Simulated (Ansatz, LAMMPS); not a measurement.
# Amorphous Si at 2.06 g/cm^3 (80 atoms): relaxation and levels of theory

Which bonds does the relaxation leave, and how do the Kohn-Sham gap, forces and pressure change with functional?

Calculated with Ansatz 0.2.0: Kohn-Sham DFT, PBE, PAW (set soft_2), plane waves; cutoff 420 eV, Γ point, fermi-dirac smearing of 0.025 eV.

In doubt: the hybrid run may have settled on a false gap or state (Ansatz), so the values of those runs are not to be relied on; a hybrid run on one k-point (Ansatz), which bears on gaps, levels and energies.

**The cell**

Density at the start: 2.06 g/cm³. The cell holds 80 atoms: 80 Si. Cell: a = 12.187 Å, b = 12.187 Å, c = 12.187 Å, α = 90.0°, β = 90.0°, γ = 90.0°. 80 atoms (80 Si) placed at random at 2.06 g/cm³, melted at 2500 K for 10 ps at fixed volume with the modified Tersoff potential (Kumagai, Izumi, Hara and Sakai, Comput. Mater. Sci. 39, 457 (2007)). Quenched from 2500 K to 300 K at 10 K/ps and fixed volume, annealed at 800 K for 20 ps, held 5 ps, then minimised at fixed cell.

The atoms were relaxed with PBE. The walk converged after 11 steps, with a largest force component of 0.0260 eV/Å; it began at an r.m.s. force component of 0.22 eV/Å. The energy fell by 16.9 meV an atom.

The input of the reference single point:

```yaml
crystal:
  lattice:
    - [12.1874, 0.0, 0.0]
    - [0.0, 12.1874, 0.0]
    - [0.0, 0.0, 12.1874]
  atoms:
    - { symbol: Si, position: [0.67306, 0.13648, 0.66807] }
    - { symbol: Si, position: [0.96544, 0.97567, 0.30773] }
    - { symbol: Si, position: [0.67126, 0.43784, 0.78158] }
    - { symbol: Si, position: [0.06459, 0.18441, 0.95441] }
    [... 74 atom lines left out ...]
    - { symbol: Si, position: [0.46523, 0.0906, 0.06755] }
    - { symbol: Si, position: [0.01538, 0.69081, 0.74876] }
kpoints:
  mp_grid: { grid: [1, 1, 1] }
hamiltonian:
  xc: pbe
scf:
  occupations: { method: fermi_dirac, width: 0.025 }
output:
  forces: true
  stress: true
  populations: true
  dos:
    method: { smearing: { sigma: 0.08 } }
    de: 0.05
    projected: { site_lists: { Si: [Si] } }
  eigenvalues: true
  write_density: true
  write_potential: true
  volumetric_format: npy
```

**Bonds after relaxation**

Bonds by pair of elements; cutoffs follow the first minimum of g(r), held within bounds set by covalent radii, and pairs that aren't listed don't count as bonded:

```csv
pair A-B,cutoff (Å),bonds,mean length (Å),spread (Å),shortest (Å),B about A,A about B
Si-Si,2.93,160,2.43,0.074,2.29,4,4
```

How many atoms have how many bonded neighbours:

```csv
element,mean,3,4,5
Si,4,2,76,2
```

**Levels of theory**

Single points at the relaxed geometry:

```
functional  k-mesh  Kohn-Sham gap (eV)  pressure (GPa)  r.m.s. force component (eV/Å)  SCF cycles  time
       PBE   1×1×1               0.193           -3.96                          0.008          12  28 s
    r2SCAN   1×1×1               0.203           -5.21                          0.047          13  99 s
    PBEsol   1×1×1               0.193           -5.53                          0.018          11  34 s
```

The gap is that between the highest filled and lowest empty Kohn-Sham level on the run's k-points. Cutoffs: 420 eV for PBE and PBEsol; 500 eV for r2SCAN. Times come from shared hosts and are rough.

**Findings**

By these cutoffs 95 % of Si atoms have 4 neighbours. The Kohn-Sham gap is 0.19 eV with PBE on the 1×1×1 mesh. On the reference's mesh the gap changes with r2SCAN by +0.01 eV and PBEsol by under 0.01 eV. Against the reference the pressure changes with r2SCAN by -1.2 GPa and PBEsol by -1.6 GPa; a negative change means a smaller volume than PBE would take.

Limits: 1 converged run is left out of the tables as doubtful: HSE06 on 1×1×1 (the hybrid may have settled on a false gap or state). All single points share the geometry relaxed with PBE. The density was set when the cell was made, as one point of a scan, and needn't be that of the real material. One sample; tail or defect levels can set the gap of a disordered cell. The quench rate of 10 K/ps is many orders above laboratory rates, so the cell is likely richer in defects and strain than a real sample. The network of bonds at the start is that of the classical potential that made the cell, and needn't be the one that DFT or experiment would give.

[Logs are printed without paths, hosts, clocks, repeated set-up lines and the standing remarks that a program may print on its own settings, such as how far it seeks lower states.]

[Hosts, paths, dates, database ids (printed as entryN), source tags and the programs' standing remarks are cut or masked in the printed files.]
